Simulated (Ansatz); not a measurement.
# Localised basis functions on twisted h-SiC/h-AlN monolayer on bilayer, 46.83° (114 atoms), part 2 of 2

Wanted: errors and times of a linear-scaling basis for twisted h-SiC/h-AlN monolayer on bilayer, 46.83° (114 atoms). A setting counts as converged where the r.m.s. difference of forces stays under 1 % of the r.m.s. force.

Ansatz 0.2.0; Kohn-Sham DFT, PBE+D4, PAW (set soft_2), plane waves.

The cell: 38 Si, 38 C, 19 Al and 19 N. Beside vacuum, support functions can miss their usual error bounds without a warning.

So far. Step 14 (Support functions medium, radius 5.82 Å): The refusal is over memory: the job needs 10.11 GiB where 8.00 GiB were allowed.

## (16) A changed input

The input is spoilt on purpose; the run shows how that looks.

This step: Kohn-Sham DFT, PBE+D4, PAW (set soft_2), plane waves (Ansatz 0.2.0).

Input file input.yaml:

```yaml
crystal:
  lattice:
    - [13.578, 0.0, 0.0]
    - [-6.789, 11.75889, 0.0]
    - [0.0, 0.0, 18.58]
  atoms:
    [... the 114 atom lines of step 2 ...]
kpoints:
  mp_grid: { grid: [3, 3, 1] }
hamiltonian:
  xc: pbe
  dispersion: d4
scf:
  occupations: { method: fixed }
  max_iter: 50
output:
  forces: true
magnetization:
  spin_polarized: true
  initial_magnetization: 15
```

Started as:

```bash
$ ansatz run input.yaml --threads 4 --pin off --max-ram 8192MiB --backend cpu --events-out ev --progress --plain --runs-dir out
```

It took 0.05 s on 4 threads of Arm Neoverse V1, shared host; peak memory 0.1 GiB.

The input was rejected at the start.

The program's message: “Error: inconsistent input (scf.occupations.method, magnetization): a σ = 0 step fill (method: fixed, or a smearing width below the step floor) with no hard lock on the total moment puts the same N_el/ …”

The fault in the input: an impossible spin (magnetization.initial_magnetization = 15 and magnetization.spin_polarized = true). The fix is to take out magnetization.initial_magnetization and take out magnetization.spin_polarized.

Runs without a result: support functions high (refused); support functions high (refused); support functions medium, radius 5.24 Å (refused); support functions medium, radius 5.24 Å (refused); support functions medium, radius 5.82 Å (refused); support functions medium, radius 5.82 Å (refused).

## (17) Cost against change

Differences are against the plane-wave reference (Kohn-Sham DFT, PBE+D4, PAW (set soft_2), plane waves), whose r.m.s. force component is 0.336 eV/Å. Energies are set beside the reference only for runs with its functional, potentials and electron count. Times are for 4 threads of Arm Neoverse V1, shared host. The reference's time includes the DOS, ELF and grids, which some other runs skip.

```csv
run,"Δ force, r.m.s. (meV/Å)",share of r.m.s. force (%),Δ energy (meV/atom),Δ gap (eV),cycles,time,host memory (GiB)
reference,-,-,-,-,9,13 min,7.0
support functions medium,0.218,0.0649,-2.18,-1.0e-4,14,6 min,5.6
support functions low,0.273,0.0814,-2.18,1.0e-4,13,5.3 min,5.4
"support functions medium, radius 3.76 Å",0.228,0.0679,-2.18,-1.0e-4,15,5.9 min,5.4
"support functions medium, radius 4.07 Å",0.195,0.0581,-2.18,0,14,6.2 min,5.8
"support functions medium, radius 4.35 Å",0.181,0.0541,-2.18,1.0e-4,14,6.7 min,6.1
"support functions medium, radius 4.66 Å",0.187,0.0558,-2.18,1.0e-4,15,7.3 min,6.7
```

## (18) The reference in detail

The comparisons rest on this run, so its electronic structure is set out here.

Length of the force by element:

```csv
element,coordination,atoms,mean length of the force (eV/Å),spread,least,most
Al,all,19,0.491,0.191,0.0931,0.863
C,all,38,0.509,0.257,0.0461,1.06
N,all,19,0.510,0.197,0.148,0.956
Si,all,38,0.585,0.238,0.185,1.25
```

Löwdin charges by element (they lack the spilled electrons, 0.045 e an atom on average):

```csv
element,coordination,atoms,mean charge (e),spread,least,most
Al,all,19,1.15,0.0035,1.14,1.16
C,all,38,-0.993,0.008,-1.01,-0.976
N,all,19,-1.09,0.0034,-1.09,-1.08
Si,all,38,1.10,0.017,1.06,1.12
```

By region:

```csv
region,atoms,mean length of the force (eV/Å)
layer 1,38,0.528
layer 2,38,0.567
layer 3,38,0.5
```

Density of states as counts of states in windows of 1 eV (from the Fermi level), total and the larger projections:

```csv
from (eV),to (eV),total,layer 1,C p,layer 2,layer 3,Si p,N p
-14,-13,30.9,8.7,0.6,5.5,16.4,2.0,0.1
-13,-12,37.6,8.6,1.1,8.6,20.2,3.8,0.1
-12,-11,27.6,15.2,1.4,12.1,0.1,7.9,0.0
-11,-10,14.7,3.6,0.3,11.0,0.0,5.0,0.0
-10,-9,0.0,0.0,0.0,0.0,0.0,0.0,0.0
-9,-8,5.3,4.9,2.8,0.4,0.0,0.7,0.0
-8,-7,27.0,12.6,13.7,14.1,0.1,3.2,0.0
-7,-6,14.3,7.1,7.3,7.1,0.0,2.3,0.0
-6,-5,24.1,11.6,11.1,8.4,3.9,5.5,2.7
-5,-4,50.3,15.7,16.6,13.5,20.7,9.7,14.2
-4,-3,52.5,21.1,25.2,19.5,11.4,13.4,7.9
-3,-2,62.9,19.7,28.0,21.1,21.5,11.9,16.2
-2,-1,68.5,13.3,21.4,15.7,38.4,7.4,32.2
-1,0,36.6,6.1,16.0,12.8,16.6,2.8,15.3
0,1,0.5,0.0,0.3,0.3,0.2,0.0,0.2
1,2,5.8,4.1,0.8,1.2,0.2,4.2,0.1
2,3,24.0,11.1,3.3,9.0,1.8,15.7,0.3
3,4,39.7,16.0,5.9,11.8,4.3,13.0,0.7
4,5,48.9,15.2,7.8,15.0,7.8,10.9,1.5
```

The curve was stored every 0.100 eV, coarse against its broadening of 0.08 eV, so these counts are rough.

With fixed occupations the program's Fermi level is the highest filled level; weight inside the gap is the broadening of levels at its edges.

Between -15 and -14 eV lie 3 more states.

The levels nearest the highest filled one (over half full), pooled over k-points and spins:

```csv
level less the highest filled one (eV),occupation
-0.0454,2
-0.0415,2
-0.0052,2
-0.0018,2
-4.0e-4,2
0,2
1.86,0
1.88,0
1.89,0
1.90,0
1.91,0
1.92,0
```

Planar average of the electrostatic potential energy along the normal, with the Fermi level as zero, after a running mean with a triangular window 4 Å wide at its base:

```csv
height (Å),potential energy (eV)
0.0,4.86
0.6,4.84
1.0,4.82
1.6,4.79
2.1,4.77
2.7,4.70
3.1,4.56
3.7,3.77
4.2,2.09
4.8,-1.52
5.2,-4.42
5.8,-7.23
6.4,-6.74
6.8,-4.81
7.4,-3.09
7.9,-3.18
8.5,-5.10
8.9,-6.79
9.5,-6.53
10.0,-4.45
10.6,-1.61
11.0,-0.55
11.6,-1.17
12.0,-2.55
12.6,-3.42
13.2,-1.99
13.7,-0.05
14.3,2.56
14.7,3.97
15.3,4.78
15.8,4.92
16.4,4.95
16.8,4.94
17.4,4.92
17.8,4.90
18.4,4.87
```

ELF in the ca plane at fractional y = 0.017, with atoms of C and Si and Al and N within 0.2 Å of it. It is the smooth field of the valence electrons, not physical close to the nuclei.

Ten even steps from '0' (0.00) to '9' (0.89), each cell a mean:
```
00000000000122221016877862012333110000000000
00000000001356665103566530147888631000000000
00000000002465456300111100268548753100000000
00000000001354344201233210168779752100000000
00000000002468886214788741147888631000000000
00000000013578886215899862121001210000000000
00000000013689998313444541121001210000000000
00000000002578886202555530023444210000000000
00000000001244443103677641012332100000000000
00000000001356664115899862001111000000000000
00000000012578886215888861024555310000000000
00000000013689998313444431158999742000000000
00000000001467875114788741158998642000000000
00000000000112221015877861036776421000000000
00000000000012221016888872012222110000000000
00000000001245653114788751035555420000000000
00000000002465455201222210168999742000000000
00000000002453234300000000168998642000000000
00000000012588887301233210147887531000000000
00000000014688898313422441023223210000000000
00000000024685167313333342122002210000000000
00000000013577776215777762124334310000000000
00000000000234442016999972012332100000000000
00000000000000000027844872000000000000000000
```
Columns run along c (18.6 Å), rows up along a (13.6 Å). Atoms in or near the plane, at fractional coordinates: C at (0.32, 0.14), C at (0.49, 0.00), Si at (0.49, 0.14), Al at (0.68, 0.76), N at (0.68, 0.88).

Electrostatic potential energy in the ca plane at fractional y = 0.017, with atoms of C and Si and Al and N within 0.2 Å of it. With pseudopotentials it is smooth inside the atoms' cores, unlike the true potential.

Ten even steps from '0' (-30 eV) to '9' (6 eV), each cell a mean:
```
99999999999998889999722799999999999999999999
99999999999975357999888899999668999999999999
99999999999850005899988999995004999999999999
99999999999861026899988999997116999999999999
99999999999987678999866899987557899999999999
99999999999986479998511589874554799999999999
99999999999986468998511589974554799999999999
99999999999985468999877899997667999999999999
99999999999986568999988999999999999999999999
99999999999998789999866899999889999999999999
99999999999997579998511589998778999999999999
99999999999986468998511589998668999999999999
99999999999987678999877899998558999999999999
99999999999998889999733799999889999999999999
99999999999999899999711799998768999999999999
99999999999987678999877899997557899999999999
99999999999851016899988999998668999999999999
99999999999840004899999999998558999999999999
99999999999973237999877899999778999999999999
99999999999984248997300379986446899999999999
99999999999970018996100168974554799999999999
99999999999985358998411489986446899999999999
99999999999998889999744799999888999999999999
99999999999999999999400599999999999999999999
```
Columns run along c (18.6 Å; values clipped at the 3rd and 97th percentile), rows up along a (13.6 Å). Atoms in or near the plane, at fractional coordinates: C at (0.32, 0.14), C at (0.49, 0.00), Si at (0.49, 0.14), Al at (0.68, 0.76), N at (0.68, 0.88).

Mean Löwdin charges: Al +1.15, C -0.99, N -1.09, Si +1.10 e (they miss 1.1 % of the electrons, so they add up to more than the cell's charge). The potential slopes across the vacuum by 0.043 eV/Å: the slab bears a dipole, and with periodic images along the normal there is no flat vacuum level to read.

## (19) Distances and neighbours

These statistics describe the geometry on which the runs were made.

Normalised to the volume that the atoms fill. Pair distribution functions g(r), in bins of 0.2 Å:

```csv
r (Å),total,C-C,C-Si,C-Al,C-N,Si-Si,Si-Al
1.70,2.35,0.00,7.35,0.00,0.00,0.00,0.00
1.90,2.10,0.00,6.05,0.00,0.00,0.00,0.00
2.10,0.00,0.00,0.00,0.00,0.00,0.00,0.00
2.30,0.00,0.00,0.00,0.00,0.00,0.00,0.00
2.50,0.00,0.00,0.00,0.00,0.00,0.00,0.00
2.70,0.00,0.00,0.00,0.00,0.00,0.00,0.00
2.90,0.00,0.00,0.00,0.00,0.00,0.00,0.00
3.10,3.07,8.91,0.45,0.00,0.00,8.88,0.00
3.30,0.07,0.00,0.26,0.00,0.00,0.00,0.07
3.50,0.97,0.00,2.02,0.74,0.74,0.00,0.68
3.70,1.75,3.23,2.94,0.50,0.49,3.21,0.49
3.90,0.22,0.00,0.00,0.45,0.46,0.00,0.45
4.10,0.23,0.00,0.00,0.60,0.59,0.00,0.55
4.30,0.23,0.00,0.00,0.45,0.45,0.00,0.50
4.50,0.72,0.00,2.17,0.57,0.57,0.00,0.57
4.70,1.68,0.77,4.05,0.44,0.44,0.43,0.51
4.90,0.63,1.11,0.70,0.53,0.44,1.44,0.53
5.10,0.16,0.00,0.00,0.32,0.32,0.00,0.26
5.30,0.86,1.95,0.00,0.48,0.57,1.97,0.49
5.50,0.51,1.03,0.00,0.33,0.33,1.00,0.33
5.70,1.05,2.64,1.31,0.35,0.35,2.64,0.35
5.90,0.14,0.00,0.00,0.40,0.40,0.00,0.40
6.10,0.19,0.04,0.00,0.37,0.33,0.00,0.37
6.30,1.14,2.19,1.10,0.40,0.42,2.23,0.36
6.50,0.81,0.00,2.06,0.22,0.27,0.00,0.31
6.70,0.31,0.00,0.00,0.71,0.64,0.00,0.63
6.90,0.39,0.00,0.49,0.71,0.67,0.00,0.69
7.10,0.55,0.07,1.02,0.47,0.54,0.06,0.53
```

Bonds by pair of elements; cutoffs follow the first minimum of g(r), held within bounds set by covalent radii, and pairs that aren't listed don't count as bonded:

```csv
pair A-B,cutoff (Å),bonds,mean length (Å),spread (Å),shortest (Å),B about A,A about B
C-Si,2.23,114,1.80,0.014,1.76,3,3
Al-N,2.25,57,1.80,0.013,1.77,3,3
```

How many atoms have how many bonded neighbours:

```csv
element,mean,3
Al,3,19
C,3,38
N,3,19
Si,3,38
```

By these cutoffs all Al atoms have 3, all C atoms have 3, all N atoms have 3 and all Si atoms have 3 bonded neighbours.

Local excerpt of 11 atoms (numbers count through the whole input) about Si63, whose charge lies farthest from its element's mean; x, y, z are measured from there.

```csv
atom,x,y,z,distance (Å),bonds,Löwdin charge (e),Fx,Fy,Fz (eV/Å)
Si63,0.00,0.00,0.00,0.00,3,1.06,0.41,0.43,-0.29
C56,-1.79,-0.19,-0.02,1.80,3,-0.99,-0.01,-0.08,0.12
C64,1.07,-1.45,-0.02,1.80,3,-0.99,0.30,0.23,0.13
C66,0.72,1.67,-0.02,1.82,3,-0.98,0.03,-0.32,0.14
Si61,0.35,-3.09,-0.03,3.11,3,1.08,0.16,-0.20,0.06
Si53,-2.51,-1.84,-0.02,3.11,3,1.08,0.31,-0.12,-0.13
Si55,-2.85,1.26,-0.01,3.11,3,1.08,-0.31,-0.10,-0.20
Si69,2.87,-1.24,-0.02,3.13,3,1.08,-0.56,-0.03,-0.15
Si65,-0.36,3.11,-0.02,3.13,3,1.07,0.34,-0.47,-0.14
Si71,2.53,1.87,-0.01,3.15,3,1.08,-0.84,-0.91,-0.21
C28,0.01,0.01,-3.22,3.22,3,-0.99,-0.33,-0.26,-0.07
```

The column of bonds counts only the pairs C-Si within 2.23 Å, Al-N within 2.25 Å; other neighbours, such as metal atoms beside each other in a compound, aren't counted, and periodic images can show an atom twice.

## (20) What came out

```
free energy per atom                             : -449.4837 eV/atom
r.m.s. force component                           : 0.3355 eV/Å
gap (highest filled to lowest empty level) : 1.857 eV
wall time of the 7 DFT runs                      : 51 min
```

Against plane waves at 420 eV, the forces differ by 0.22 meV/Å (0.065 %) with support functions medium, and by 0.18 meV/Å in the closest run (support functions medium, radius 4.35 Å). Differences between support functions and plane waves include what basis error the plane-wave run still has. As the radius goes from 3.76 to 4.66 Å, the force difference goes from 0.23 to 0.19 meV/Å (not steadily; the least is 0.18 at 4.35 Å), and the time from 5.9 min to 7.3 min.

The highest filled and lowest empty levels differ by 1.86 eV (on the run's k-points); a semilocal functional tends to put such gaps too low. With the cutoffs above, all Al atoms have 3, all C atoms have 3, all N atoms have 3 and all Si atoms have 3 bonded neighbours.

**Limits.** The geometry was built by rule, was displaced at random and isn't relaxed at this level: its force components are 0.34 eV/Å r.m.s. The program warns that the dispersion model switches its C6 values near this geometry, which can put artefacts into forces and pressure. The slab bears a dipole and has periodic images along its normal, so a spurious field crosses the vacuum.

[Logs are printed without paths, hosts, clocks, repeated set-up lines and the standing remarks that a program may print on its own settings, such as how far it seeks lower states.]

[Hosts, paths, dates, database ids (printed as entryN), source tags and the programs' standing remarks are cut or masked in the printed files.]
